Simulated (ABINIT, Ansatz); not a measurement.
An input for ABINIT 10.8.3 (ZnS2 (Pa-3)):

```
acell 3*1.0 Angstrom
rprim 
  5.945430460000 0.000000000000 0.000000000000
  0.000000000000 5.945430460000 0.000000000000
  0.000000000000 0.000000000000 5.945430460000
ntypat 2
znucl 30 16
natom 12
typat 1 1 1 1 2 2 2 2 2 2 2 2
xred 
  0.500000000000 0.500000000000 0.000000000000
  0.500000000000 0.000000000000 0.500000000000
  0.000000000000 0.500000000000 0.500000000000
  0.000000000000 0.000000000000 0.000000000000
  0.100246390000 0.899753610000 0.399753610000
  0.899753610000 0.399753610000 0.100246390000
  0.399753610000 0.100246390000 0.899753610000
  0.600246390000 0.600246390000 0.600246390000
  0.899753610000 0.100246390000 0.600246390000
  0.100246390000 0.600246390000 0.899753610000
  0.600246390000 0.899753610000 0.100246390000
  0.399753610000 0.399753610000 0.399753610000
pp_dirpath "pseudos"
pseudos "Zn.upf, S.upf"
ecut 30
ngkpt 2 2 2
nshiftk 1
shiftk 0 0 0
kptopt 1
chksymbreak 0
istwfk *1
occopt 1
irdwfk 1
optdriver 4
nband 323
gwcalctyp 0
ecutsigx 30
symsigma 1
nkptgw 1
kptgw 
  0.0000000000 0.0000000000 0.0000000000
bdgw 
  63 66
ecuteps 6.5
irdscr 1
ppmodel 2
indata_prefix "in"
outdata_prefix "out"
tmpdata_prefix "tmp"
```

```sh
OMP_NUM_THREADS=1 mpirun -n 16 abinit run.abi > log
```

Question: Estimate wall time and host memory on 16 MPI ranks of Arm Neoverse V2, shared host.

It took 19 s; on shared hardware allow 9.7 s to 39 s. Peak host memory was 8.8 GiB.

[Paths, hosts, dates, memory and timing lines, banners, echoed tables and standing remarks are left out of the program output.]

[Logs are printed without paths, hosts, clocks, repeated set-up lines and the standing remarks that a program may print on its own settings, such as how far it seeks lower states.]

[Runs of the session that timed out or met a known fault of the program may be left out.]

[Hosts, paths, dates, database ids (printed as entryN), source tags and the programs' standing remarks are cut or masked in the printed files.]

[G0W0 gaps are taken among the corrected bands and points alone; a level outside them can change the order at an edge.]

[Where Ansatz stands beside ABINIT at settings called matched, ABINIT's density can come from a denser mesh and the files from another edition; pairs whose starting gaps differed by over 0.03 eV were left out, so agreement reads better than it is.]
